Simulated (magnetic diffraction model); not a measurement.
# ErMg₄Zn₈: what an assumed order does to the neutron pattern

Space group I4/mmm (no. 139), a = 9.2320 Å, c = 5.3310 Å.

| site | atom | x | y | z |
| --- | --- | --- | --- | --- |
| 2a | Er | 0 | 0 | 0 |
| 8j | Zn | 0 | 0.7801 | 1/2 |
| 8i | Zn | 0 | 0.3527 | 0 |
| 8f | Mg | 1/4 | 3/4 | 1/4 |

The compound is invented for this exercise: a known structure type with other elements, its cell scaled to their sizes and not relaxed.

Only Er is taken to order (form factors of Er3+); orders and moment sizes are assumed, and not adapted to the symmetry. Radiation: neutrons of λ = 1.8 Å, 8° to 60°; isotropic B of 0.42 Å² (Er), 0.41 Å² (Zn) and 0.74 Å² (Mg). Simulated constant-wavelength pattern: nuclear and magnetic terms add, the magnetic one as |2.695 fm × Σ f S⊥ exp(2πi Q·r) exp(−B s²)|², summed over all Q at one angle with the factor 1/(sin²θ cos θ). For collinear order S is the moment m, which repeats by lattice and centring translations R with the sign exp(−2πi k·R). Free-ion form factors, Sears's scattering lengths of 1992, no absorption; a label names one of the reflections at its angle. The strongest nuclear line in the range is 100, and lines under 0.2 are left out.

Assume the order k = (1/2 1/2 0), collinear moments along [010], 8.7 μB on Er.

Q: Where does magnetic intensity appear, and how strong is it?

```
2θ (°)         index  nuclear  magnetic
 15.85       (1 1 0)      0.5       0.0
 17.73  (3/2 -1/2 0)      0.0      39.3
 21.01  (1/2 -1/2 1)      0.0      51.1
 22.48       (1 0 1)      0.3       0.0
 22.49       (2 0 0)      2.0       0.0
 23.87   (3/2 3/2 0)      0.0      10.5
 26.43   (3/2 1/2 1)      0.0      52.1
 28.78   (5/2 1/2 0)      0.0      14.0
 30.97  (3/2 -3/2 1)      0.0      16.7
 32.01       (2 1 1)      7.5       0.0
 33.02  (5/2 -3/2 0)      0.0      10.3
 34.97  (5/2 -1/2 1)      0.0      23.8
 35.91       (3 1 0)      4.5       0.0
 38.61   (5/2 3/2 1)      0.0      18.2
 39.47       (0 0 2)     16.5       0.0
 39.47       (3 0 1)     38.8       0.0
 40.32   (1/2 1/2 2)      0.0      12.8
 40.32   (5/2 5/2 0)      0.0       9.8
 43.58  (3/2 -1/2 2)      0.0      19.9
 43.58   (7/2 3/2 0)      0.0       5.4
 45.14   (7/2 1/2 1)      0.0      17.9
 45.90       (2 0 2)     70.8       0.0
 45.90       (3 2 1)    100.0       0.0
 45.90       (4 0 0)     62.1       0.0
 46.65   (3/2 3/2 2)      0.0       8.0
 48.13  (7/2 -3/2 1)      0.0      10.0
 48.86       (3 3 0)      6.2       0.0
 49.58   (5/2 1/2 2)      0.0      13.1
 49.58  (7/2 -5/2 0)      0.0       4.0
 51.69       (2 2 2)     65.9       0.0
 51.69       (4 1 1)     28.9       0.0
 51.70       (4 2 0)     32.0       0.0
 52.38  (5/2 -3/2 2)      0.0      11.0
 52.38   (9/2 1/2 0)      0.0       3.5
 53.75   (7/2 5/2 1)      0.0       7.4
 54.41       (3 1 2)      4.2       0.0
 55.09  (9/2 -3/2 0)      0.0       3.1
 56.40  (9/2 -1/2 1)      0.0       6.5
 57.70   (5/2 5/2 2)      0.0      12.2
 57.70   (7/2 7/2 0)      0.0       1.4
 58.98   (9/2 3/2 1)      0.0       5.8
 59.62       (5 1 0)      5.5       0.0
```

The strongest magnetic line in the range is (3/2 1/2 1) at 26.43° (52.1). Below the range, at 7.91°, lies the magnetic line (1/2 1/2 0) with 102. On top of the Lorentz factor, which all lines share, magnetic lines fade with angle because f falls: for Er3+ it is 0.96, 0.86, 0.73 and 0.47 at sin θ/λ = 0.1, 0.2, 0.3 and 0.5 Å⁻¹, while nuclear lengths stay constant. The order has no net moment.

[Logs are printed without paths, hosts, clocks, repeated set-up lines and the standing remarks that a program may print on its own settings, such as how far it seeks lower states.]
